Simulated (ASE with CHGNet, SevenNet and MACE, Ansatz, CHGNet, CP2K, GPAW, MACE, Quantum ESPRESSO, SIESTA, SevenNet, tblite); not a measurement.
**Random packing of Ge88H12 (at. %) (106 atoms) in machine-learned potentials**

How do the settings of machine-learned potentials change the result for random packing of Ge88H12 (at. %) (106 atoms)? A plane-wave run serves as the yardstick.

Method: the method is named at each step, in ASE with CHGNet, SevenNet and MACE.

## Step 1: The structure

The cell holds 106 atoms: 93 Ge and 13 H. Its edges and angles: a = 12.793 Å, b = 12.793 Å, c = 12.793 Å, α = 90.0°, β = 90.0°, γ = 90.0°. 106 atoms (93 Ge, 13 H) packed at random in a cube at 5.37 g/cm³ and pushed apart as soft spheres; a start for melting by ab initio MD, not an equilibrated structure. Then every atom was moved at random, 0.02 Å r.m.s. a Cartesian component (hydrogen 0.6 of that).

The yardstick, on the same geometry:

| Item | Value |
| --- | --- |
| method | Kohn-Sham DFT, PBE, SSSP efficiency 1.3.0 pseudopotentials, plane waves (Quantum ESPRESSO 7.5); sssp-pbe-1.3.0-efficiency, cutoffs 45/360 Ry, Γ point |
| r.m.s. force component | 1.277 eV/Å |
| longest force | 5.403 eV/Å |
| pressure | 8.12 GPa |
| time | 8.5 min on 4 MPI ranks of Arm Neoverse V2, shared host |
| CPU time | 34 min |

## Step 2: CHGNet r2SCAN potential

Method: machine-learned interatomic potential CHGNet r2SCAN, trained on r2SCAN plane-wave data.

Input file run.py:

```python
import numpy as np
from ase.io import read
import mlip  # loads the published weights by name

atoms = read("structure.xyz")
atoms.calc = mlip.calc("chgnet-r2scan")
energy = atoms.get_potential_energy()
forces = atoms.get_forces()
print(f"energy {energy:.6f} eV")
print("forces (eV/A)")
for i, (a, f) in enumerate(zip(atoms, forces)):
    print(f"{i:4d} {a.symbol:2s} {f[0]:10.5f} {f[1]:10.5f} {f[2]:10.5f}")
stress = -atoms.get_stress(voigt=False) * 160.21766
print("stress (GPa, compression positive)")
for row in stress:
    print(" ".join(f"{x:10.4f}" for x in row))
```

Input file structure.xyz:

```xyz
106
Lattice="12.79340 0.00000 0.00000 0.00000 12.79340 0.00000 0.00000 0.00000 12.79340" Properties=species:S:1:pos:R:3 pbc="T T T"
Ge 5.60210 2.70478 3.93666
Ge 8.15579 6.54165 2.96871
Ge 12.47484 0.00026 1.50489
Ge 11.83530 6.11716 1.58497
Ge 5.19118 12.16563 5.13310
Ge 7.31680 4.84563 9.15445
Ge 4.60383 10.66765 11.63214
Ge 1.11968 0.26700 7.73080
Ge 4.92763 1.55197 8.48215
Ge 3.23686 0.61306 6.99326
Ge 1.04906 9.23236 10.64078
Ge 4.92968 3.48300 10.48202
Ge 12.18853 10.80492 11.42770
Ge 12.17433 10.07659 9.13167
Ge 2.99353 0.93277 11.98435
Ge 9.97297 6.11934 7.20588
Ge 0.95247 12.44785 5.49694
Ge 3.74744 5.17403 7.91451
Ge 8.08530 12.61800 6.14045
Ge 10.08990 1.30467 5.86283
Ge 3.66787 9.10417 6.34130
Ge 6.44429 6.63977 5.28060
Ge 8.88681 11.82123 12.46307
Ge 11.41517 12.75041 9.81574
Ge 5.98885 5.03625 0.69826
Ge 8.25469 1.31682 12.67698
Ge 3.61183 6.53947 3.50501
Ge 6.70656 12.05752 0.45314
Ge 9.64047 3.34535 9.98538
Ge 3.11686 1.29789 3.77955
Ge 9.65787 3.96224 1.83227
Ge 10.94603 2.08174 12.56824
Ge 4.49266 12.09744 8.88655
Ge 5.02256 4.55790 6.02825
Ge 8.85610 9.53991 2.63685
Ge 5.25105 0.53144 11.55602
Ge 6.61496 9.21790 10.72189
Ge 11.01691 4.16528 3.93256
Ge 9.95160 12.69361 1.49849
Ge 12.66930 3.82100 10.10717
Ge 6.81799 10.42150 4.78345
Ge 11.75151 10.11510 1.76421
Ge 11.67091 1.31503 3.42569
Ge 2.75237 9.40481 1.69487
Ge 11.67769 2.08238 8.89896
Ge 4.44148 11.22902 1.88344
Ge 8.38786 7.73988 0.40734
Ge 8.07353 2.36051 7.19872
Ge 1.78775 4.10067 8.58872
Ge 4.21543 6.54600 0.62393
Ge 0.49063 0.67984 11.99113
Ge 3.18070 10.77473 4.29039
Ge 8.38262 2.11002 3.98399
Ge 8.78049 4.22886 4.93122
Ge 1.66161 5.63690 6.19124
Ge 7.09484 9.85987 1.16689
[... 46 atom lines left out ...]
H 1.24019 2.59796 1.59048
H 11.99407 7.43271 10.95384
H 5.45152 11.06501 7.06324
H 3.39127 8.67802 11.42387
```

Run with:

```sh
$ OMP_NUM_THREADS=1 python run.py > output.txt
```

What it wrote:

```text
CHGNet vr2scan initialized with 412,525 parameters
CHGNet will run on cpu
energy -1279.792725 eV
forces (eV/A)
   0 Ge   -0.17302   -0.27241    0.61052
   1 Ge   -0.10533    0.04682    0.20978
   2 Ge   -0.05968    0.24763   -0.28519
   3 Ge   -0.66944   -0.53200    0.43372
   4 Ge   -0.07911   -0.16050    0.94991
   5 Ge    0.16536   -0.52533   -0.71705
   6 Ge   -0.20695   -1.05829    1.06115
   7 Ge   -1.17067   -0.84202    2.51190
   8 Ge   -0.53715    1.33285    0.02717
   9 Ge    1.65292    0.30812   -1.01049
  10 Ge    0.95112   -0.75333   -0.11420
  11 Ge    0.14512   -0.04216   -0.12868
  12 Ge   -0.54685    0.91870    0.29449
  13 Ge   -0.49281    0.10297   -1.09386
  14 Ge   -0.16714    0.74225    1.22084
  15 Ge   -0.59849    0.63677   -0.78226
  16 Ge   -0.50129    0.30282   -1.28376
  17 Ge    0.84037    0.01060    0.59856
  18 Ge   -0.13372   -0.24626   -0.32438
  19 Ge    0.10329   -0.13962   -0.10693
  20 Ge   -0.88167    0.09474   -0.06698
  21 Ge    0.85936   -0.25928    0.01020
  22 Ge    1.02695   -1.27036   -1.44585
  23 Ge   -0.30922   -0.68929    0.21232
[...]
98 H     0.39025   -0.23552    0.08701
  99 H     0.51978    0.25286   -0.02988
 100 H    -0.08442    0.01077   -0.55748
 101 H     1.07354   -0.39799    0.09445
 102 H     0.14640    0.03339    0.14603
 103 H     0.07612   -0.46406    0.90615
 104 H    -0.31458    0.57272   -0.43612
 105 H     0.04608    0.92999   -0.50335
stress (GPa, compression positive)
    3.0895    -0.3131     0.2120
   -0.3131     3.2911     0.0880
    0.2120     0.0880     3.2585
```

Wall time 3.1 s (1 thread of Arm Neoverse V2, shared host); peak memory 0.94 GiB.

Banners, paths, timers and routine set-up lines are dropped from the logs unmarked, and long logs keep their key lines alone; longer cuts are marked.

Numbers from this run, and their distance from the reference:

* r.m.s. force component: 0.7029 eV/Å
* r.m.s. difference of force components: 682.4 meV/Å
* longest difference of force vectors: 2380 meV/Å
* force difference over r.m.s. force: 53.43 %
* slope of forces against the reference's: 0.5087
* correlation of force components: 0.9244
* pressure: 3.213 GPa
* pressure difference: -4.907 GPa

Length of the force difference by element (eV/Å):

```csv
element,atoms,mean,most
Ge,93,1.2,2.4
H,13,0.37,0.71
```

A closer look about Ge10, picked at random: 11 atoms, nearest first, numbered in the order of the input, with positions taken from that point.

```csv
atom,x,y,z,distance (Å),Fx,Fy,Fz (eV/Å)
Ge10,0.00,0.00,0.00,0.00,1.65,0.31,-1.01
Ge8,-2.12,-0.35,0.74,2.27,-1.17,-0.84,2.51
Ge9,1.69,0.94,1.49,2.44,-0.54,1.33,0.03
Ge33,1.26,-1.31,1.89,2.62,0.76,-0.37,-0.81
Ge84,-2.20,1.74,-0.21,2.81,0.61,1.28,-1.05
Ge17,-2.28,-0.96,-1.50,2.89,-0.50,0.30,-1.28
Ge5,1.95,-1.24,-1.86,2.97,-0.08,-0.16,0.95
H105,2.21,-2.34,0.07,3.22,-0.31,0.57,-0.44
Ge30,-0.12,0.68,-3.21,3.29,0.25,0.37,-0.10
Ge66,-0.76,-0.92,3.10,3.32,-1.17,-0.54,-0.98
Ge82,-1.93,-2.79,-0.05,3.39,-1.08,-0.87,0.57
```

Atoms are counted from 1 here, from 0 in the log.

Forces lie 53 % from the reference's, at 0.0015 times its CPU time (on 1 against 4 cores).

The difference per atom is largest on Ge (1.2 eV/Å on average, against 0.37 on H).

## Step 3: SevenNet l3i5 potential

Method: machine-learned interatomic potential SevenNet l3i5, trained on PBE(+U) plane-wave data.

run.py: that of step 2 with these lines changed.

```diff
@@ -5,3 +5,3 @@
 atoms = read("structure.xyz")
-atoms.calc = mlip.calc("chgnet-r2scan")
+atoms.calc = mlip.calc("7net-l3i5")
 energy = atoms.get_potential_energy()
```

structure.xyz is that of step 2.

What it wrote:

```text
energy -397.935730 eV
forces (eV/A)
   0 Ge   -0.07834   -0.79342    1.18118
   1 Ge   -0.14645    0.26193    0.29568
   2 Ge   -0.12961    0.64024   -0.76067
   3 Ge   -1.76418   -1.43373    0.28173
   4 Ge   -0.33677    0.88500    1.04449
   5 Ge   -0.14436   -1.80435   -1.84411
   6 Ge   -0.60086   -0.78517    2.46402
   7 Ge   -2.17202   -1.52354    4.19453
   8 Ge   -0.71266    2.77095   -0.03795
   9 Ge    2.40481    0.23827   -2.37735
  10 Ge    2.60276   -1.92486   -0.50048
  11 Ge    0.04014    0.04982   -0.26899
  12 Ge   -1.61547    2.51723    1.92277
  13 Ge   -1.26054    0.10012   -3.50393
  14 Ge   -0.64958    1.72351    2.42488
  15 Ge   -1.70089    0.50174   -1.30832
  16 Ge   -0.85915    1.10502   -1.93927
  17 Ge    1.81575   -0.64204    1.67925
  18 Ge   -0.28930   -0.12668    0.08764
  19 Ge    0.82152   -0.46081   -0.20918
  20 Ge   -1.11037    0.86985   -0.40394
  21 Ge    1.56220   -0.05701    0.05432
  22 Ge    1.26269   -1.88704   -2.62475
  23 Ge   -0.13924   -1.19296    0.44694
[...]
98 H     0.43118   -0.34266   -0.35737
  99 H     0.59827    0.42177   -0.18597
 100 H    -0.06179   -0.08172   -0.76991
 101 H     1.12701   -0.14552    0.46441
 102 H     0.05299   -0.10214    0.08427
 103 H     0.08448   -0.33540    1.28936
 104 H    -0.49490    0.62811   -0.45535
 105 H     0.27133    0.78153   -0.25538
stress (GPa, compression positive)
    8.2420    -0.7461     0.8090
   -0.7461     8.7094    -0.3225
    0.8090    -0.3225     8.8001
```

It took 8.4 s on 1 thread; peak memory 1.3 GiB.

Against the reference:

```yaml
r_m_s_force_component: 1.351 eV/Å
r_m_s_difference_of_force_components: 278.8 meV/Å
longest_difference_of_force_vectors: 1219 meV/Å
force_difference_over_r_m_s_force: 21.83 %
slope_of_forces_against_the_reference_s: 1.035
correlation_of_force_components: 0.979
pressure: 8.584 GPa
pressure_difference: 0.4635 GPa
```

Against the first run (53 %), the force difference from the reference is 22 %, at 2.7 times the CPU time.

## Step 4: MACE MPA-0 medium potential

Method: machine-learned interatomic potential MACE MPA-0 medium, trained on PBE(+U) plane-wave data.

run.py: that of step 3 with these lines changed.

```diff
@@ -5,3 +5,3 @@
 atoms = read("structure.xyz")
-atoms.calc = mlip.calc("7net-l3i5")
+atoms.calc = mlip.calc("mace-mpa-0-medium")
 energy = atoms.get_potential_energy()
```

structure.xyz is that of step 3.

What it wrote:

```text
energy -391.014890 eV
forces (eV/A)
   0 Ge   -0.00441   -0.75018    0.99374
   1 Ge    0.13502    0.21547    0.03996
   2 Ge   -0.08691    0.35862   -1.38113
   3 Ge   -1.67922   -1.38643    0.46589
   4 Ge   -0.25135    0.89220    0.89892
   5 Ge    0.01801   -1.53993   -1.97728
   6 Ge   -0.68421   -0.48464    2.55574
   7 Ge   -2.49664   -1.46887    4.73851
   8 Ge   -0.76138    2.31768   -0.25603
   9 Ge    2.58893    0.37147   -2.42659
  10 Ge    2.34367   -1.82799   -0.71262
  11 Ge   -0.17936    0.14790   -0.31662
  12 Ge   -1.53504    1.95463    1.92838
  13 Ge   -1.22140   -0.01584   -3.06327
  14 Ge   -0.27650    1.93626    2.20388
  15 Ge   -1.82237    0.30037   -1.14573
  16 Ge   -0.76759    1.16173   -2.21389
  17 Ge    2.04307   -0.46966    1.67937
  18 Ge   -0.15979   -0.63756   -0.10557
  19 Ge    0.76486   -0.14378   -0.45853
  20 Ge   -0.94690    0.76320   -0.37374
  21 Ge    1.75578    0.07156   -0.01475
  22 Ge    1.54888   -1.98460   -2.32743
  23 Ge   -0.02755   -1.02930    0.66739
[...]
98 H     0.27410   -0.10793   -0.27624
  99 H     0.50174    0.29740   -0.08896
 100 H    -0.06688   -0.15119   -0.60234
 101 H     0.89817   -0.30798    0.29436
 102 H     0.10116    0.01298    0.14945
 103 H     0.21595   -0.30365    0.94695
 104 H    -0.36701    0.49775   -0.57589
 105 H    -0.00831    0.56174   -0.17006
stress (GPa, compression positive)
    7.5329    -0.8873     0.6900
   -0.8873     8.3607    -0.4524
    0.6900    -0.4524     8.0001
```

Wall time 7.1 s (1 thread); peak memory 1 GiB.

Numbers from this run, and their distance from the reference:

| Item | Value |
| --- | --- |
| r.m.s. force component | 1.322 eV/Å |
| r.m.s. difference of force components | 204.2 meV/Å |
| longest difference of force vectors | 1123 meV/Å |
| force difference over r.m.s. force | 15.98 % |
| slope of forces against the reference's | 1.023 |
| correlation of force components | 0.9882 |
| pressure | 7.965 GPa |
| pressure difference | -0.1557 GPa |

Against the first run (53 %), the force difference from the reference is 16 %, at 2.3 times the CPU time.

## Step 5: The ladder

Differences are against the plane-wave reference, forces as r.m.s. over components; share is that over the reference's r.m.s. force, slope the least-squares factor from reference forces to these. Total energies of different programs have different zeros and aren't compared.

```csv
run,"Δ force, r.m.s. (meV/Å)",share (%),slope,Δ pressure (GPa),cores,CPU time,memory (GiB)
reference,-,-,-,-,4,34 min,7.6
CHGNet r2SCAN potential,682,53.4,0.509,-4.91,1,3.1 s,0.94
SevenNet l3i5 potential,279,21.8,1.035,0.464,1,8.4 s,1.3
MACE MPA-0 medium potential,204,16.0,1.023,-0.156,1,7.1 s,1.0
```

Times of the machine-learned potentials are mostly Python's start and the loading of weights.

CPU time is summed over cores on a shared host, where runs went side by side, so it is rough. Symmetry, cutoffs, thresholds, outputs and thread counts weren't matched or tuned between programs; memory under MPI is the largest rank's times the ranks.

## Step 6: Outcome

```json
{"nearest in forces": "MACE MPA-0 medium potential, 16 %", "its CPU time": "7.1 s"}
```

What this shows: Machine-learned potentials differ by 16 % (MACE MPA-0 medium potential) to 53 % (CHGNet r2SCAN potential); they were trained on other programs' data, some at another functional. The reference's pressure holds the uncorrected Pulay stress of its 45 Ry basis, so small pressure differences, and their order, may be the reference's own error. The electron count is odd in QE PBE, sssp-1.3.0-efficiency, 45/360 Ry, and they have no spin polarisation, so the unpaired electron is spread evenly over both spins. Machine-learned potentials mimic data converged in k, so the reference's own k-point error enters their differences. The reference's pressure of 8.1 GPa belongs to a cell and atoms that aren't relaxed at this level. The electronic-structure runs sample only Γ, in a cell whose shortest periodic width is 13 Å, which is coarse for a cell with partly filled levels.

[Also dropped from logs without a mark: logging warnings of Python, and SIESTA's first energy breakdown and zero terms.]

[Logs are printed without paths, hosts, clocks, repeated set-up lines and the standing remarks that a program may print on its own settings, such as how far it seeks lower states.]

[Hosts, paths, dates, database ids (printed as entryN), source tags and the programs' standing remarks are cut or masked in the printed files.]
